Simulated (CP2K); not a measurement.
Consider acetamide at its PBE geometry (Å).

```xyz
9

C    -1.0648   -0.1888   -0.2609
C     0.1736    0.0480    0.5872
N     1.3406    0.2465   -0.1067
O     0.1431    0.0627    1.8201
H    -1.4568   -1.1893   -0.0380
H    -0.8860   -0.1069   -1.3402
H    -1.8330    0.5371    0.0327
H     2.1954    0.3804    0.4226
H     1.3880    0.2103   -1.1168
```

Method: CP2K XAS_TDP, all-electron GAPW, PBEh(45%), aug-cc-pVDZ, TDA, GW2X-corrected core level, no relativity.

Predict the bright core excitations at the O K edge.

Leading lines: O4 532.27 eV. The leading line of an atom is its first one with 35 % of the strongest within 2.5 eV of its lowest line over the strength cut. Core ionisation energies at this level: O4 536.79 eV.

The first six lines of each atom with a strength over 0.0015:

| atom | energy (eV) | states | strength, one atom | above the computed threshold |
| --- | --- | --- | --- | --- |
| O4 (bonded to C) | 532.27 | 1 | 0.0357 |  |
|  | 535.86 | 1 | 0.0023 |  |
|  | 536.06 | 1 | 0.0016 |  |
|  | 537.39 | 1 | 0.0017 | yes |
|  | 538.15 | 1 | 0.0026 | yes |
|  | 538.29 | 1 | 0.0027 | yes |

Lines are vertical, at one geometry, with no vibrational structure. GW2X ionisation energies and lines can be off by 1 to 2 eV either way, and a good line position may hide errors that cancel. These values hold no scalar relativity, about 0.4 eV for O 1s. Rydberg lines, and the discretised continuum above threshold, depend on the basis and the box.

[Banner, clock and machine lines of the logs are left out without a mark of their own.]

[Logs are printed without paths, hosts, clocks, repeated set-up lines and the standing remarks that a program may print on its own settings, such as how far it seeks lower states.]

[Hosts, paths, dates, database ids (printed as entryN), source tags and the programs' standing remarks are cut or masked in the printed files.]
